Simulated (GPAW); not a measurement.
The O K edge of atom 5 in Ti4O5 (I4/m), with 4 Ti at 2.01 Å (square planar, site symmetry 4/m), was computed in 2 ways: excited-electron core hole (neutral cell) and no core hole. Program and functional: GPAW, LDA, Gaussian full width 0.9 eV up to 4 eV, rising linearly to 3.5 eV at 25 eV; cells of 9 and 27 atoms (the run without a hole in the smaller).

Each run is counted from its own lowest empty level or Fermi level and scaled to a mean of 1 over its first 20 eV.

```csv
E (eV),run 1,run 2
-2.00,0.00,0.00
-1.25,0.00,0.00
-0.50,0.13,0.30
0.25,1.28,2.16
1.00,2.40,1.72
1.75,1.37,1.05
2.50,1.39,1.81
3.25,1.48,1.62
4.00,1.88,0.90
4.75,0.52,0.33
5.50,0.49,0.72
6.25,0.79,1.11
7.00,0.95,1.31
7.75,1.04,1.18
8.50,1.04,1.16
9.25,1.06,1.23
10.00,1.18,1.23
10.75,1.25,1.21
11.50,1.31,1.12
12.25,1.20,0.87
13.00,0.90,0.62
13.75,0.59,0.43
14.50,0.38,0.35
15.25,0.33,0.44
16.00,0.46,0.67
16.75,0.69,0.90
17.50,0.84,0.94
18.25,0.82,0.82
19.00,0.69,0.66
19.75,0.55,0.54
20.50,0.44,0.47
21.25,0.37,0.42
22.00,0.33,0.41
22.75,0.32,0.44
23.50,0.33,0.50
24.25,0.37,0.60
25.00,0.42,0.71
25.75,0.48,0.84
26.50,0.54,1.00
27.25,0.64,1.21
28.00,0.78,1.45
28.75,0.97,1.68
29.50,1.20,1.83
30.25,1.41,1.83
31.00,1.54,1.66
31.75,1.53,1.36
```

Which run is which?

Run 1: no core hole (area from −2 to 6 eV 8.3, main maxima 1.0 eV (2.40), 2.8 eV (1.51), 3.9 eV (1.95) and 11.6 eV (1.31)). Run 2: excited-electron core hole (neutral cell) (area from −2 to 6 eV 8.1, main maxima 0.5 eV (2.40), 2.5 eV (1.81), 3.4 eV (1.64) and 7.1 eV (1.31)). With each curve scaled to its own mean, the area from −2 to 6 eV with the hole is 8.1 against 8.3, and the centre of weight from −1 to 20 eV moves by -0.0 eV (first and strongest maxima below 20 eV: 1.0 eV (2.40), 2.8 eV (1.51) and 3.9 eV (1.95) without the hole, 0.5 eV (2.40), 2.5 eV (1.81) and 3.4 eV (1.64) with it); the shape changes all the same, by 31 % r.m.s.

[Banner, clock and machine lines of the logs are left out without a mark of their own.]

[Logs are printed without paths, hosts, clocks, repeated set-up lines and the standing remarks that a program may print on its own settings, such as how far it seeks lower states.]

[Hosts, paths, dates, database ids (printed as entryN), source tags and the programs' standing remarks are cut or masked in the printed files.]

[Lists of maxima count a maximum above −3 eV only where it reaches 4 % of the highest in the window and stands out from its surroundings by 2 % of it (1.5 % where it reaches 55 %); shoulders and weaker maxima are passed over, and of the rest the first, up to two pre-edge ones and the few strongest are named.]
